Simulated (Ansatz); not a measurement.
# SiGe (model cell, started as NiAs type): phonons and vibrational spectra

Aim: the vibrations of SiGe (model cell, started as NiAs type), their spectra, and whether the structure is stable.

Program: Ansatz 0.2.0. Level of theory: DFT PBEsol, scalar-relativistic, plane waves, PAW. Results are calculated unless marked as measured.

The structure was built from a prototype and need not be the compound's stable phase.

### Step 1. The structure

The structure is hexagonal, space group P6_3/mmc (No. 194). Conventional cell: a = 3.292 Å, b = 3.292 Å, c = 5.268 Å, α = 90.00°, β = 90.00°, γ = 120.00°. Nearest to Si lie 6 Ge at 2.31 Å. Nearest to Ge lie 6 Si at 2.31 Å. Farther neighbours are not listed.

Coordinates:

```cif
data_structure
_symmetry_space_group_name_H-M 'P 1'
_symmetry_Int_Tables_number 1
_cell_length_a 3.2923
_cell_length_b 3.2923
_cell_length_c 5.2677
_cell_angle_alpha 90.000
_cell_angle_beta 90.000
_cell_angle_gamma 120.000
_cell_volume 49.45
loop_
_atom_site_label
_atom_site_type_symbol
_atom_site_fract_x
_atom_site_fract_y
_atom_site_fract_z
_atom_site_occupancy
Si1 Si 0.00000 0.00000 0.00000 1
Si2 Si 0.00000 0.00000 0.50000 1
Ge3 Ge 0.33333 0.66667 0.25000 1
Ge4 Ge 0.66667 0.33333 0.75000 1
```

### Step 2. Rough relaxation

A rough relaxation comes first, because large forces or stress need no tight tolerances yet.

Contents of input.yaml:

```yaml
crystal:
  lattice:
    - [3.29229, 0.0, 0.0]
    - [-1.64614, 2.85121, 0.0]
    - [0.0, 0.0, 5.26766]
  atoms:
    - { symbol: Si, position: [0.0, 0.0, 0.0] }
    - { symbol: Si, position: [0.0, 0.0, 0.5] }
    - { symbol: Ge, position: [0.333333, 0.666667, 0.25] }
    - { symbol: Ge, position: [0.666667, 0.333333, 0.75] }
kpoints:
  mp_grid: { grid: [9, 9, 4] }
hamiltonian:
  xc: pbesol
scf:
  occupations: { method: gaussian, width: 0.1 }
output:
  forces: true
  stress: true
  eigenvalues: true
relax:
  adjacent_minimum: "off"
  f_tol: 0.05
  max_steps: 80
  cell: { stress_tol: 0.5 }
```

Launch:

```console
$ ansatz run input.yaml --threads 4 --pin off --max-ram 7168MiB --backend cpu --events-out ev --progress --plain --runs-dir out
```

Numbers of over 12 decimals in the logs are rounded to 6 here.

The program printed:

```text
[...]
F+E_penalty+E_count = -9748.85284942 eV   max|allowed force component| = 3.099e-16 eV/Å   (the final SCF, on the basis selected at the relaxed cell)
  cell:  # Å, volume = 70.1235 Å³
    - [3.681550, -3.2280610064254205e-6, 0]
    - [-1.840772, 3.188317, 0]
    - [0, 0, 5.974088]
  atoms:
    - { symbol: Si, position: [0, 0, 0] }
    - { symbol: Si, position: [0, 0, 0.500000] }
    - { symbol: Ge, position: [0.333333, 0.666667, 0.250000] }
    - { symbol: Ge, position: [0.666667, 0.333333, 0.750000] }
[key lines of the parts left out:]
SCF converged after 5 iterations
Free energy (F): -9748.852849 eV
Fermi energy:    9.863849 eV
P = ⅓ Tr σ = 0.1341 GPa (1.341 kbar)
```

It took 7.4 s on 4 threads of Arm Neoverse V1, shared host; peak memory 0.39 GiB; 26 s of CPU time.

The steps of the relaxation:

| step | energy less that of the first step (eV) | largest force component (eV/Å) | pressure (GPa) | volume (Å³) |
| --- | --- | --- | --- | --- |
| 1 | 0.0000 | 0.0000 | 64.21 | 49.45 |
| 2 | -2.0681 | 0.0000 | 28.40 | 56.90 |
| 3 | -2.8593 | 0.0000 | 9.62 | 63.82 |
| 4 | -3.0064 | 0.0000 | 1.67 | 68.05 |
| 5 | -3.0141 | 0.0000 | 0.18 | 69.16 |
| 6* | -3.0638 | 0.0000 | 1.42 | 69.16 |
| 7 | -3.0685 | 0.0000 | 0.14 | 70.12 |
| 8* | -3.0687 | 0.0000 | 0.13 | 70.12 |

Relaxation steps marked * repeat the geometry before them on a plane-wave basis chosen anew for their cell, so energy and pressure can jump there.

Forces are held to the 24 operations that the run works with; a distortion that breaks them can't arise in this run.

| cell as run | before | after | change |
| --- | --- | --- | --- |
| a (Å) | 3.292 | 3.682 | +11.8 % |
| b (Å) | 3.292 | 3.682 | +11.8 % |
| c (Å) | 5.268 | 5.974 | +13.4 % |
| volume (Å³/atom) | 12.36 | 17.53 | +41.8 % |

The relaxed structure:

```cif
data_structure
_symmetry_space_group_name_H-M 'P 1'
_symmetry_Int_Tables_number 1
_cell_length_a 3.6815
_cell_length_b 3.6815
_cell_length_c 5.9741
_cell_angle_alpha 90.000
_cell_angle_beta 90.000
_cell_angle_gamma 120.000
_cell_volume 70.12
loop_
_atom_site_label
_atom_site_type_symbol
_atom_site_fract_x
_atom_site_fract_y
_atom_site_fract_z
_atom_site_occupancy
Si1 Si 0.00000 0.00000 0.00000 1
Si2 Si 0.00000 0.00000 0.50000 1
Ge3 Ge 0.33333 0.66667 0.25000 1
Ge4 Ge 0.66667 0.33333 0.75000 1
```

This step gave:

```
pressure          : 0.1341 GPa
volume per atom   : 17.53 Å³
gap on the k-mesh : 0 eV
```

In this step the volume went from 12.36 to 17.53 Å³/atom.

### Step 3. Bringing the structure to rest

Harmonic phonons are second derivatives at a point where the forces vanish, and they are wanted at zero stress, so atoms and cell are relaxed first.

Contents of input.yaml:

```yaml
crystal:
  lattice:
    - [3.6815498477, -3.2281e-06, 0.0]
    - [-1.8407721283, 3.1883173074, 0.0]
    - [0.0, 0.0, 5.9740879201]
  atoms:
    - { symbol: Si, position: [0.0, 0.0, 0.0] }
    - { symbol: Si, position: [0.0, 0.0, 0.5] }
    - { symbol: Ge, position: [0.3333333333, 0.6666666667, 0.25] }
    - { symbol: Ge, position: [0.6666666667, 0.3333333333, 0.75] }
kpoints:
  mp_grid: { grid: [12, 12, 6] }
hamiltonian:
  xc: pbesol
scf:
  occupations: { method: gaussian, width: 0.1 }
output:
  forces: true
  stress: true
  eigenvalues: true
  write_density: true
  write_potential: true
  elf: true
  volumetric_format: npy
relax:
  adjacent_minimum: "off"
  f_tol: 0.005
  max_steps: 80
  cell: { stress_tol: 0.05 }
```

The program printed:

```text
[...]
Crystal: 4 atoms, lattice volume = 70.124 Å³
Basis set: ecut = 420 eV, 1387 PW (Γ), exchange–correlation on 50×50×80 points (8 copies of the dense FFT grid, shifted against one another)
Bands: 22, of which v1, the nominal top of the filled ones, is band 18 counted from 1 (17 counted from 0)
Symmetry: 24 space group operations
[...]
k-points: 76 of 864
[...]
SCF iter   1: F=—  HF=-9748.884743 eV  |F-HF|=—  |Δ(HF+E_count)|=         —  Δρ=2.06e-3  dr2=2.04e-3  ethr=1.77e-3  ⟨swp⟩=5.4  Hψ=7659  notcnv=0
[...]
SCF iter   7: F=-9748.883986 eV  HF=-9748.883986 eV  |F-HF|=5.01e-8  |Δ(HF+E_count)|=   3.86e-8  Δρ=7.64e-6  dr2=2.00e-8  ethr=2.78e-10  ⟨swp⟩=8.0  Hψ=9747  notcnv=0
SCF 1 converged in 7 iterations: F = -9748.883986 eV  dr2 = 2.00e-8
[...]
relax step   1: F+E_penalty+E_count = -9748.88398599 eV  Δ(F+E_penalty+E_count) = +0.000e0 eV  max|allowed force component| = 2.591e-16 eV/Å  Δτ_max = 0.0000 Å  P = +0.099 GPa  Ω = 70.124 Å³  (7 SCF iters, dr2 threshold 1.00e-7 eV, accepted)
Crystal: 4 atoms, lattice volume = 70.219 Å³
[...]
SCF iter   4: F=-9748.885351 eV  HF=-9748.885351 eV  |F-HF|=6.60e-8  |Δ(HF+E_count)|=   5.19e-8  Δρ=8.23e-6  dr2=4.91e-8  ethr=6.44e-10  ⟨swp⟩=9.0  Hψ=12513  notcnv=0
SCF 2 converged in 4 iterations: F = -9748.885351 eV  dr2 = 4.91e-8
relax step   2: F+E_penalty+E_count = -9748.88535090 eV  Δ(F+E_penalty+E_count) = -1.365e-3 eV  max|allowed force component| = 1.388e-16 eV/Å  Δτ_max = 0.0000 Å  P = +0.060 GPa  Ω = 70.219 Å³  energy of the carried Pulay correction = -1.748e-5 eV  (4 SCF iters, dr2 threshold 2.32e-7 eV, accepted)
Crystal: 4 atoms, lattice volume = 70.429 Å³
[...]
SCF iter   5: F=-9748.884460 eV  HF=-9748.884460 eV  |F-HF|=1.35e-7  |Δ(HF+E_count)|=   3.96e-8  Δρ=1.02e-5  dr2=5.51e-8  ethr=4.52e-10  ⟨swp⟩=8.9  Hψ=12300  notcnv=0
SCF 3 converged in 5 iterations: F = -9748.884460 eV  dr2 = 5.51e-8
relax step   3: F+E_penalty+E_count = -9748.88446014 eV  Δ(F+E_penalty+E_count) = +8.908e-4 eV  max|allowed force component| = 1.434e-16 eV/Å  Δτ_max = 0.0000 Å  P = -0.011 GPa  Ω = 70.429 Å³  energy of the carried Pulay correction = -5.515e-5 eV  (5 SCF iters, dr2 threshold 1.63e-7 eV, rejected (line search))
[...]
relax step   4: F+E_penalty+E_count = -9748.88633706 eV  Δ(F+E_penalty+E_count) = -9.862e-4 eV  max|allowed force component| = 1.110e-16 eV/Å  Δτ_max = 0.0000 Å  P = -0.031 GPa  Ω = 70.350 Å³  energy of the carried Pulay correction = -4.176e-5 eV  (8 SCF iters, accepted)
[...]
relax step   5: F+E_penalty+E_count = -9748.88638221 eV  Δ(F+E_penalty+E_count) = -4.515e-5 eV  max|allowed force component| = 1.758e-16 eV/Å  Δτ_max = 0.0000 Å  P = -0.006 GPa  Ω = 70.340 Å³  energy of the carried Pulay correction = -3.965e-5 eV  (4 SCF iters, dr2 threshold 2.75e-8 eV, accepted)
[...]
SCF iter   5: F=-9748.886436 eV  HF=-9748.886436 eV  |F-HF|=3.64e-12  |Δ(HF+E_count)|=  1.69e-10  Δρ=1.34e-7  dr2=9.79e-12  ethr=1.00e-12  ⟨swp⟩=5.0  Hψ=7276  notcnv=0
SCF 6 converged in 5 iterations: F = -9748.886436 eV  dr2 = 9.79e-12
relax step   6: F+E_penalty+E_count = -9748.88643583 eV  Δ(F+E_penalty+E_count) = -5.363e-5 eV  max|allowed force component| = 1.758e-16 eV/Å  Δτ_max = 0.0000 Å  P = -0.005 GPa  Ω = 70.340 Å³  stress off target by 1.10e-2 GPa  SCF on the basis re-selected at this cell (its energy is not comparable with the rows above)  (5 SCF iters)
[...]
SCF converged after 5 iterations
Free energy (F): -9748.886436 eV
[...]
Internal energy: -9748.877784 eV  (E = F + TS)
E sigma→0 (E₀):  -9748.882110 eV
Entropy (-TS):   -0.008652 eV (-2.163 meV/atom)
Fermi energy:    9.891343 eV
[...]
--- Stress (GPa, compression-positive) ---
       -0.001598      -0.000000      -0.000000
       -0.000000      -0.001598       0.000000
       -0.000000      -0.000000      -0.011046
  P = ⅓ Tr σ = -0.0047 GPa (-0.047 kbar)
--- Band table (eV; the first three rows and the last of 76) ---
  k-point 0: bands = [... 14 lower, 9.1650, 10.2381, 10.5059, 10.5059, 11.1603, 12.2435, 12.6071, 12.6071]
  k-point 1: bands = [... 14 lower, 9.2458, 9.4950, 10.4343, 10.4343, 10.8684, 12.1135, 12.5407, 12.5407]
  k-point 2: bands = [... 14 lower, 9.4777, 9.4777, 10.1885, 10.1885, 11.0143, 11.7754, 12.6016, 12.6016]
  k-point 75: bands = [... 14 lower, 4.4165, 4.4165, 9.6611, 9.6611, 10.6342, 10.6342, 12.0740, 12.0740]
--- Relaxed structure (5 steps of the walk, 4 accepted, 1 SCFs on fresh bases) ---
[...]
cell:  # Å, volume = 70.3404 Å³
    - [3.712324, -3.255045223506067e-6, 0]
    - [-1.856159, 3.214969, 0]
    - [0, 0, 5.893624]
  atoms:
    - { symbol: Si, position: [0, 0, 0] }
    - { symbol: Si, position: [0, 0, 0.5] }
    - { symbol: Ge, position: [0.333333, 0.666667, 0.25] }
    - { symbol: Ge, position: [0.666667, 0.333333, 0.750000] }
```

It took 12 s on 4 threads; peak memory 0.44 GiB; 46 s of CPU time.

Relaxation path:

| step | energy less that of the first step (eV) | largest force component (eV/Å) | pressure (GPa) | volume (Å³) |
| --- | --- | --- | --- | --- |
| 1 | 0.0000 | 0.0000 | 0.10 | 70.12 |
| 2 | -0.0014 | 0.0000 | 0.06 | 70.22 |
| 3 | -0.0005 | 0.0000 | -0.01 | 70.43 |
| 4 | -0.0024 | 0.0000 | -0.03 | 70.35 |
| 5 | -0.0024 | 0.0000 | -0.01 | 70.34 |
| 6* | -0.0024 | 0.0000 | 0.00 | 70.34 |

Relaxation steps marked * repeat the geometry before them on a plane-wave basis chosen anew for their cell, so energy and pressure can jump there. Relaxation step 3 was tried and not accepted.

Forces are held to the 24 operations that the run works with; a distortion that breaks them can't arise in this run.

| conventional cell, symmetrised | before | after | change |
| --- | --- | --- | --- |
| a (Å) | 3.682 | 3.712 | +0.8 % |
| b (Å) | 3.682 | 3.712 | +0.8 % |
| c (Å) | 5.974 | 5.894 | -1.3 % |
| volume (Å³/atom) | 17.53 | 17.59 | +0.3 % |

The relaxed structure:

```cif
data_structure
_symmetry_space_group_name_H-M 'P 1'
_symmetry_Int_Tables_number 1
_cell_length_a 3.7123
_cell_length_b 3.7123
_cell_length_c 5.8936
_cell_angle_alpha 90.000
_cell_angle_beta 90.000
_cell_angle_gamma 120.000
_cell_volume 70.34
loop_
_atom_site_label
_atom_site_type_symbol
_atom_site_fract_x
_atom_site_fract_y
_atom_site_fract_z
_atom_site_occupancy
Si1 Si 0.00000 0.00000 0.00000 1
Si2 Si 0.00000 0.00000 0.50000 1
Ge3 Ge 0.33333 0.66667 0.25000 1
Ge4 Ge 0.66667 0.33333 0.75000 1
```

Numbers from this step:

- pressure: -0.004747 GPa
- volume per atom: 17.59 Å³

ELF in the ac plane at fractional y = 1.000, with atoms of Si within 0.2 Å of it. It is the smooth field of the valence electrons, not physical close to the nuclei.

Ten even steps from '_' (0.19) to '@' (0.72), each cell a mean:
```
==--**@@%%==..__::++@@@@++--
--++%%@@%%++::..--++%%@@##==
**##%%%%##++----==++##@@%%##
++++****++====--==++++****++
::::--======----======----::
::::::--====------====--::::
++++++++++====--==++++++++++
**##%%##**++==--==++##%%%%##
==**%%@@%%++::::--++%%@@%%++
----##@@%%==..__::++@@@@**--
##==++@@%%==____..++@@%%++==
==--**@@%%==..__::++@@@@++--
--++%%@@%%++::..--++%%@@##==
**##%%%%##++----==++##@@%%##
++++****++====--==++++****++
::::--======----======----::
::::::--====------====--::::
++++++++++====--==++++++++++
**##%%##**++==--==++##%%%%##
==**%%@@%%++::::--++%%@@%%++
----##@@%%==..__::++@@@@**--
##==++@@%%==____..++@@%%++==
```
Columns run along a (3.7 Å), rows up along c (5.9 Å). Atoms in or near the plane, at fractional coordinates: Si at (0.00, 0.00), Si at (0.00, 0.50).

Valence density in the ac plane at fractional y = 1.000, with atoms of Si within 0.2 Å of it. It is the smooth field of the valence electrons, not physical close to the nuclei.

Ten even steps from '0' (0.06 e/Å³) to '9' (0.38 e/Å³), each cell a mean:
```
14896422347973
68986433347997
99976444456899
76655555555667
55445566555445
44445566555444
66655555555566
88865544456788
78986433346998
25996422347984
02897422247961
14896422347973
68986433347997
99976444456899
76655555555667
55445566655445
44445566655444
66655555555566
88865544456788
78986433346998
25996422347984
02897422247961
```
Columns run along a (3.7 Å), rows up along c (5.9 Å). Atoms in or near the plane, at fractional coordinates: Si at (0.00, 0.00), Si at (0.00, 0.50).

Electrostatic potential energy in the ac plane at fractional y = 1.000, with atoms of Si within 0.2 Å of it. With pseudopotentials it is smooth inside the atoms' cores, unlike the true potential.

Ten even steps from '_' (-54 eV) to '@' (12 eV), each cell a mean:
```
__..--##@@@@@@@@@@@@%%**--__
::--++%%@@@@@@@@@@@@@@##++--
****%%@@@@@@@@@@@@@@@@%%##**
%%%%@@@@@@@@@@@@@@@@@@@@@@%%
@@@@@@@@@@@@@@@@@@@@@@@@@@@@
@@@@@@@@@@@@@@@@@@@@@@@@@@@@
@@@@@@@@@@@@@@@@@@@@@@@@@@@@
####%%@@@@@@@@@@@@@@@@@@%%##
--==**%%@@@@@@@@@@@@@@%%++--
__..==##@@@@@@@@@@@@@@**--..
____--##@@@@@@@@@@@@%%**::__
__..--##@@@@@@@@@@@@%%**--__
::--++%%@@@@@@@@@@@@@@##++--
****%%@@@@@@@@@@@@@@@@%%##**
%%%%@@@@@@@@@@@@@@@@@@@@@@%%
@@@@@@@@@@@@@@@@@@@@@@@@@@@@
@@@@@@@@@@@@@@@@@@@@@@@@@@@@
@@@@@@@@@@@@@@@@@@@@@@@@@@@@
####%%@@@@@@@@@@@@@@@@@@%%##
--==**%%@@@@@@@@@@@@@@%%++--
__..==##@@@@@@@@@@@@@@**--..
____--##@@@@@@@@@@@@%%**::__
```
Columns run along a (3.7 Å; values clipped at the 3rd and 97th percentile), rows up along c (5.9 Å). Atoms in or near the plane, at fractional coordinates: Si at (0.00, 0.00), Si at (0.00, 0.50).

In this step the volume went from 17.53 to 17.59 Å³/atom.

### Step 4. Tight relaxation

Phonons need a cell at rest on their own settings, so the relaxation is repeated with tight tolerances on forces and stress on the k mesh and occupations of the first response run.

Contents of input.yaml:

```yaml
crystal:
  lattice:
    - [3.7123242788, -3.255e-06, 0.0]
    - [-1.8561593205, 3.2149687601, 0.0]
    - [0.0, 0.0, 5.8936236114]
  atoms:
    - { symbol: Si, position: [0.0, 0.0, 0.0] }
    - { symbol: Si, position: [0.0, 0.0, 0.5] }
    - { symbol: Ge, position: [0.3333333333, 0.6666666667, 0.25] }
    - { symbol: Ge, position: [0.6666666667, 0.3333333333, 0.75] }
kpoints:
  mp_grid: { grid: [12, 12, 6] }
hamiltonian:
  xc: pbesol
scf:
  occupations: { method: methfessel_paxton, width: 0.15 }
output:
  forces: true
  stress: true
  eigenvalues: true
relax:
  adjacent_minimum: "off"
  f_tol: 0.001
  max_steps: 60
  cell: { stress_tol: 0.01 }
```

The program printed:

```text
[...]
Crystal: 4 atoms, lattice volume = 70.340 Å³
Basis set: ecut = 420 eV, 1387 PW (Γ), exchange–correlation on 50×50×80 points (8 copies of the dense FFT grid, shifted against one another)
Bands: 22, of which v1, the nominal top of the filled ones, is band 18 counted from 1 (17 counted from 0)
Symmetry: 24 space group operations
[...]
k-points: 76 of 864
[...]
--- Relaxed structure (2 steps of the walk, 2 accepted, 1 SCFs on fresh bases) ---
[...]
cell:  # Å, volume = 70.3243 Å³
    - [3.712566, -3.255204435563011e-6, 0]
    - [-1.856280, 3.215178, 0]
    - [0, 0, 5.891509]
  atoms:
    - { symbol: Si, position: [0, 0, 0] }
    - { symbol: Si, position: [0, 0, 0.5] }
    - { symbol: Ge, position: [0.333333, 0.666667, 0.25] }
    - { symbol: Ge, position: [0.666667, 0.333333, 0.750000] }
[key lines of the parts left out:]
SCF converged after 7 iterations
Free energy (F): -9748.882301 eV
Fermi energy:    9.897703 eV
P = ⅓ Tr σ = 0.0003 GPa (0.003 kbar)
```

Wall time 6 s (4 threads); peak memory 0.44 GiB.

Little changed from the start: no atom moved by 0.005 Å and no cell edge by 0.1 %.

Numbers from this step:

| Quantity | Value |
| --- | --- |
| pressure | 3.02e-4 GPa |
| volume per atom | 17.58 Å³ |

The forces vanish by symmetry and the pressure is 0.000 GPa, within the tolerances set. The cell now holds 17.58 Å³/atom.

(Part 1 of 2 ends here.)

[Logs are printed without paths, hosts, clocks, repeated set-up lines and the standing remarks that a program may print on its own settings, such as how far it seeks lower states.]

[Hosts, paths, dates, database ids (printed as entryN), source tags and the programs' standing remarks are cut or masked in the printed files.]
